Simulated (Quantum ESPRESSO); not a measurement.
# MnAlGe: cost and accuracy of the k mesh, part 2 of 2

Two starts of MnAlGe are run at each rung of the k mesh.

Quantum ESPRESSO 7.5; PBEsol; plane waves with GBRV 1.5 PBEsol potentials, no spin-orbit coupling (settings of the first rung).

So far, largest spin moment in the atom's sphere (μB): step 2 (rung 1, start ferro ++) 1.51; step 3 (rung 1, start antiferro +-) 1.69; step 4 (rung 2, start ferro ++) 1.74; step 5 (rung 2, start antiferro +-) 2.08.

## 6. Rung 3, start ferro ++

Input file pw.in:

```
&CONTROL
  calculation = 'scf'
  prefix = 'pwscf'
  outdir = './tmp'
  pseudo_dir = './pseudo'
  disk_io = 'nowf'
  tprnfor = .true.
  tstress = .true.
/
&SYSTEM
  ibrav = 0
  celldm(1) = 8
  nat = 6
  ntyp = 3
  ecutwfc = 40
  ecutrho = 280
  nbnd = 46
  occupations = 'smearing'
  smearing = 'fd'
  degauss = 0.00734986
  nspin = 2
  starting_magnetization(1) = 0.2333
  starting_magnetization(2) = 0
  starting_magnetization(3) = 0
/
&ELECTRONS
  conv_thr = 1.2d-08
  electron_maxstep = 150
  mixing_beta = 0.3
/
ATOMIC_SPECIES
Mn     54.9380 mn_pbesol_v1.5.uspp.F.UPF
Al     26.9815 al_pbesol_v1.uspp.F.UPF
Ge     72.6300 ge_pbesol_v1.4.uspp.F.UPF
CELL_PARAMETERS alat
   0.9245485064732    0.0000000000000    0.0000000000000
   0.0000000000000    0.9245485064732    0.0000000000000
   0.0000000000000    0.0000000000000    1.4014681371756
ATOMIC_POSITIONS crystal
Mn      0.0000000000    0.0000000000    0.0000000000
Mn      0.5000000000    0.5000000000    0.0000000000
Al      0.5000000000    0.0000000000    0.7270000000
Al      0.0000000000    0.5000000000    0.2730000000
Ge      0.5000000000    0.0000000000    0.2800000000
Ge      0.0000000000    0.5000000000    0.7200000000
K_POINTS automatic
6 6 6 0 0 0
```

Launch:

```
OMP_NUM_THREADS=1 mpirun -n 2 pw.x -nk 2 -in pw.in > pw.out
```

The log of the run:

```text
     [... lines left out ...]
Program PWSCF v.7.5 starts
     [... lines left out ...]
     number of atoms/cell      =            6
     [... lines left out ...]
     number of electrons       =        64.00
     number of Kohn-Sham states=           46
     kinetic-energy cutoff     =      40.0000  Ry
     charge density cutoff     =     280.0000  Ry
     scf convergence threshold =      1.2E-08
     [... lines left out ...]
     16 Sym. Ops., with inversion, found ( 8 have fractional translation)
     [... lines left out ...]
     number of k points=    40  Fermi-Dirac smearing, width (Ry)=  0.0073
     [... lines left out ...]
     iteration # 15     ecut=    40.00 Ry     beta= 0.30
     [... lines left out ...]
     Magnetic moment per site  (integrated on atomic sphere of radius R)
     atom   1 (R=0.248)  charge= 13.5017  magn=  1.7860
     atom   2 (R=0.248)  charge= 13.5017  magn=  1.7860
     atom   3 (R=0.248)  charge=  1.2411  magn= -0.0264
     atom   4 (R=0.248)  charge=  1.2411  magn= -0.0264
     atom   5 (R=0.250)  charge= 12.1037  magn= -0.0509
     atom   6 (R=0.250)  charge= 12.1037  magn= -0.0509
     [... lines left out ...]
     the Fermi energy is    12.0812 ev
!    total energy              =    -861.95656985 Ry
     estimated scf accuracy    <          3.6E-09 Ry
     smearing contrib. (-TS)   =      -0.00830132 Ry
     [... lines left out ...]
     total magnetization       =     3.50 Bohr mag/cell
     absolute magnetization    =     4.02 Bohr mag/cell
     convergence has been achieved in  15 iterations
     [... lines left out ...]
     Total force =     0.042140     Total SCF correction =     0.000112
     [... lines left out ...]
          total   stress  (Ry/bohr**3)                   (kbar)     P=      -54.12
     [... lines left out ...]
```

Wall time 100 s (2 MPI ranks of Arm Neoverse V2, shared host); peak memory 0.38 GiB; 3.3 min of CPU time.

This step gave:

| Property | Result |
| --- | --- |
| magnetization | 3.495 μB |
| final state | ferromagnetic |
| largest moment | 1.786 μB |

## 7. Rung 3, start antiferro +-

Changes to pw.in since step 6:

```diff
@@ -13,6 +13,6 @@
   nat = 6
-  ntyp = 3
+  ntyp = 4
   ecutwfc = 40
   ecutrho = 280
-  nbnd = 46
+  nbnd = 43
   occupations = 'smearing'
@@ -22,4 +22,5 @@
   starting_magnetization(1) = 0.2333
-  starting_magnetization(2) = 0
+  starting_magnetization(2) = -0.2333
   starting_magnetization(3) = 0
+  starting_magnetization(4) = 0
 /
@@ -31,3 +32,4 @@
 ATOMIC_SPECIES
-Mn     54.9380 mn_pbesol_v1.5.uspp.F.UPF
+Mn1    54.9380 mn_pbesol_v1.5.uspp.F.UPF
+Mn2    54.9380 mn_pbesol_v1.5.uspp.F.UPF
 Al     26.9815 al_pbesol_v1.uspp.F.UPF
@@ -39,4 +41,4 @@
 ATOMIC_POSITIONS crystal
-Mn      0.0000000000    0.0000000000    0.0000000000
-Mn      0.5000000000    0.5000000000    0.0000000000
+Mn1     0.0000000000    0.0000000000    0.0000000000
+Mn2     0.5000000000    0.5000000000    0.0000000000
 Al      0.5000000000    0.0000000000    0.7270000000
```

The log of the run:

```text
     [... lines left out ...]
Program PWSCF v.7.5 starts
     [... lines left out ...]
     number of atoms/cell      =            6
     [... lines left out ...]
     number of electrons       =        64.00
     number of Kohn-Sham states=           43
     kinetic-energy cutoff     =      40.0000  Ry
     charge density cutoff     =     280.0000  Ry
     scf convergence threshold =      1.2E-08
     [... lines left out ...]
      8 Sym. Ops. (no inversion) found
     [... lines left out ...]
     number of k points=    40  Fermi-Dirac smearing, width (Ry)=  0.0073
     [... lines left out ...]
     iteration # 17     ecut=    40.00 Ry     beta= 0.30
     [... lines left out ...]
     Magnetic moment per site  (integrated on atomic sphere of radius R)
     atom   1 (R=0.248)  charge= 13.5039  magn=  2.0555
     atom   2 (R=0.248)  charge= 13.5040  magn= -2.0556
     atom   3 (R=0.248)  charge=  1.2451  magn=  0.0000
     atom   4 (R=0.248)  charge=  1.2451  magn=  0.0000
     atom   5 (R=0.250)  charge= 12.1089  magn= -0.0000
     atom   6 (R=0.250)  charge= 12.1089  magn= -0.0000
     [... lines left out ...]
     the Fermi energy is    12.0469 ev
!    total energy              =    -861.93585778 Ry
     estimated scf accuracy    <       0.00000001 Ry
     smearing contrib. (-TS)   =      -0.01222503 Ry
     [... lines left out ...]
     total magnetization       =    -0.00 Bohr mag/cell
     absolute magnetization    =     4.69 Bohr mag/cell
     convergence has been achieved in  17 iterations
     [... lines left out ...]
     Total force =     0.047228     Total SCF correction =     0.000086
     [... lines left out ...]
          total   stress  (Ry/bohr**3)                   (kbar)     P=      -31.88
     [... lines left out ...]
```

The job ended after 1.8 min (2 MPI ranks; peak memory 0.47 GiB; 3.6 min of CPU time).

This step gave:

```yaml
magnetization: 0 μB
final_state: antiferromagnetic
largest_moment: 2.056 μB
```

## 8. Rung 5, start ferro ++

Changes to pw.in since step 7:

```diff
@@ -13,6 +13,6 @@
   nat = 6
-  ntyp = 4
+  ntyp = 3
   ecutwfc = 40
   ecutrho = 280
-  nbnd = 43
+  nbnd = 46
   occupations = 'smearing'
@@ -22,5 +22,4 @@
   starting_magnetization(1) = 0.2333
-  starting_magnetization(2) = -0.2333
+  starting_magnetization(2) = 0
   starting_magnetization(3) = 0
-  starting_magnetization(4) = 0
 /
@@ -32,4 +31,3 @@
 ATOMIC_SPECIES
-Mn1    54.9380 mn_pbesol_v1.5.uspp.F.UPF
-Mn2    54.9380 mn_pbesol_v1.5.uspp.F.UPF
+Mn     54.9380 mn_pbesol_v1.5.uspp.F.UPF
 Al     26.9815 al_pbesol_v1.uspp.F.UPF
@@ -41,4 +39,4 @@
 ATOMIC_POSITIONS crystal
-Mn1     0.0000000000    0.0000000000    0.0000000000
-Mn2     0.5000000000    0.5000000000    0.0000000000
+Mn      0.0000000000    0.0000000000    0.0000000000
+Mn      0.5000000000    0.5000000000    0.0000000000
 Al      0.5000000000    0.0000000000    0.7270000000
@@ -48,2 +46,2 @@
 K_POINTS automatic
-6 6 6 0 0 0
+10 10 6 0 0 0
```

The log of the run:

```text
     [... lines left out ...]
Program PWSCF v.7.5 starts
     [... lines left out ...]
     number of atoms/cell      =            6
     [... lines left out ...]
     number of electrons       =        64.00
     number of Kohn-Sham states=           46
     kinetic-energy cutoff     =      40.0000  Ry
     charge density cutoff     =     280.0000  Ry
     scf convergence threshold =      1.2E-08
     [... lines left out ...]
     16 Sym. Ops., with inversion, found ( 8 have fractional translation)
     [... lines left out ...]
     number of k points=    84  Fermi-Dirac smearing, width (Ry)=  0.0073
     [... lines left out ...]
     iteration # 15     ecut=    40.00 Ry     beta= 0.30
     [... lines left out ...]
     Magnetic moment per site  (integrated on atomic sphere of radius R)
     atom   1 (R=0.248)  charge= 13.5011  magn=  1.7948
     atom   2 (R=0.248)  charge= 13.5011  magn=  1.7948
     atom   3 (R=0.248)  charge=  1.2412  magn= -0.0259
     atom   4 (R=0.248)  charge=  1.2412  magn= -0.0259
     atom   5 (R=0.250)  charge= 12.1040  magn= -0.0494
     atom   6 (R=0.250)  charge= 12.1040  magn= -0.0494
     [... lines left out ...]
     the Fermi energy is    12.0647 ev
!    total energy              =    -861.95602918 Ry
     estimated scf accuracy    <          3.1E-09 Ry
     smearing contrib. (-TS)   =      -0.00828736 Ry
     [... lines left out ...]
     total magnetization       =     3.52 Bohr mag/cell
     absolute magnetization    =     4.04 Bohr mag/cell
     convergence has been achieved in  15 iterations
     [... lines left out ...]
     Total force =     0.043522     Total SCF correction =     0.000084
     [... lines left out ...]
          total   stress  (Ry/bohr**3)                   (kbar)     P=      -53.33
     [... lines left out ...]
```

It took 3.3 min on 2 MPI ranks; peak memory 0.64 GiB; 6.6 min of CPU time.

Read from the output:

```
magnetization  : 3.524 μB
final state    : ferromagnetic
largest moment : 1.795 μB
```

## 9. Rung 5, start antiferro +-

Changes to pw.in since step 8:

```diff
@@ -13,6 +13,6 @@
   nat = 6
-  ntyp = 3
+  ntyp = 4
   ecutwfc = 40
   ecutrho = 280
-  nbnd = 46
+  nbnd = 43
   occupations = 'smearing'
@@ -22,4 +22,5 @@
   starting_magnetization(1) = 0.2333
-  starting_magnetization(2) = 0
+  starting_magnetization(2) = -0.2333
   starting_magnetization(3) = 0
+  starting_magnetization(4) = 0
 /
@@ -31,3 +32,4 @@
 ATOMIC_SPECIES
-Mn     54.9380 mn_pbesol_v1.5.uspp.F.UPF
+Mn1    54.9380 mn_pbesol_v1.5.uspp.F.UPF
+Mn2    54.9380 mn_pbesol_v1.5.uspp.F.UPF
 Al     26.9815 al_pbesol_v1.uspp.F.UPF
@@ -39,4 +41,4 @@
 ATOMIC_POSITIONS crystal
-Mn      0.0000000000    0.0000000000    0.0000000000
-Mn      0.5000000000    0.5000000000    0.0000000000
+Mn1     0.0000000000    0.0000000000    0.0000000000
+Mn2     0.5000000000    0.5000000000    0.0000000000
 Al      0.5000000000    0.0000000000    0.7270000000
```

The log of the run:

```text
     [... lines left out ...]
Program PWSCF v.7.5 starts
     [... lines left out ...]
     number of atoms/cell      =            6
     [... lines left out ...]
     number of electrons       =        64.00
     number of Kohn-Sham states=           43
     kinetic-energy cutoff     =      40.0000  Ry
     charge density cutoff     =     280.0000  Ry
     scf convergence threshold =      1.2E-08
     [... lines left out ...]
      8 Sym. Ops. (no inversion) found
     [... lines left out ...]
     number of k points=    84  Fermi-Dirac smearing, width (Ry)=  0.0073
     [... lines left out ...]
     iteration # 16     ecut=    40.00 Ry     beta= 0.30
     [... lines left out ...]
     Magnetic moment per site  (integrated on atomic sphere of radius R)
     atom   1 (R=0.248)  charge= 13.5038  magn=  2.0571
     atom   2 (R=0.248)  charge= 13.5037  magn= -2.0571
     atom   3 (R=0.248)  charge=  1.2455  magn= -0.0000
     atom   4 (R=0.248)  charge=  1.2455  magn= -0.0000
     atom   5 (R=0.250)  charge= 12.1088  magn=  0.0000
     atom   6 (R=0.250)  charge= 12.1088  magn=  0.0000
     [... lines left out ...]
     the Fermi energy is    12.0456 ev
!    total energy              =    -861.93612119 Ry
     estimated scf accuracy    <          7.6E-09 Ry
     smearing contrib. (-TS)   =      -0.01169195 Ry
     [... lines left out ...]
     total magnetization       =    -0.00 Bohr mag/cell
     absolute magnetization    =     4.69 Bohr mag/cell
     convergence has been achieved in  16 iterations
     [... lines left out ...]
     Total force =     0.047067     Total SCF correction =     0.000113
     [... lines left out ...]
          total   stress  (Ry/bohr**3)                   (kbar)     P=      -32.45
     [... lines left out ...]
```

The job ended after 3.3 min (2 MPI ranks; peak memory 0.51 GiB; 6.6 min of CPU time).

Read from the output:

```yaml
magnetization: 0 μB
final_state: antiferromagnetic
largest_moment: 2.057 μB
```

## 10. The rungs together

Ladder, by row:

```csv
rung,mesh,state from the first start,state from the second start,second less first (meV a seeded atom),"moment, first (μB)","moment, second (μB)",CPU time (s)
1,2x2x2,ferromagnetic,antiferromagnetic,78.19,1.506,1.695,108
2,4x4x2,ferromagnetic,antiferromagnetic,86.35,1.745,2.085,161.5
3,6x6x6,ferromagnetic,antiferromagnetic,140.9,1.786,2.056,413.6
5,10x10x6,ferromagnetic,antiferromagnetic,135.4,1.795,2.057,794.7
```

## 11. Outcome

```yaml
range_of_the_largest_moment_first_start: 1.51 to 1.79 μB; second start 1.69 to 2.08 μB
range_of_cpu_time: 1.8 min to 13 min
range_of_the_energy_difference: 78.2 to 141 meV a seeded atom
first_rung_that_agrees_with_the_last_margins_below: 3
```

What this shows: From rung 3 on the states are those of the last rung, the moments stay within 0.05 μB of it and the difference within 6.8 meV; rung 3 took 52 % of its CPU time. Energies are free energies at an electronic temperature of 1160 K, which lowers moments and differences where the moments are itinerant.

[Logs and program files are shortened in this print: banners, set-up blocks, solver, clock and traceback lines can be left out without a mark of their own.]

[Logs are printed without paths, hosts, clocks, repeated set-up lines and the standing remarks that a program may print on its own settings, such as how far it seeks lower states.]

[Hosts, paths, dates, database ids (printed as entryN), source tags and the programs' standing remarks are cut or masked in the printed files.]

[Where a cell is said to come from a database of computed structures, the database is the Materials Project.]
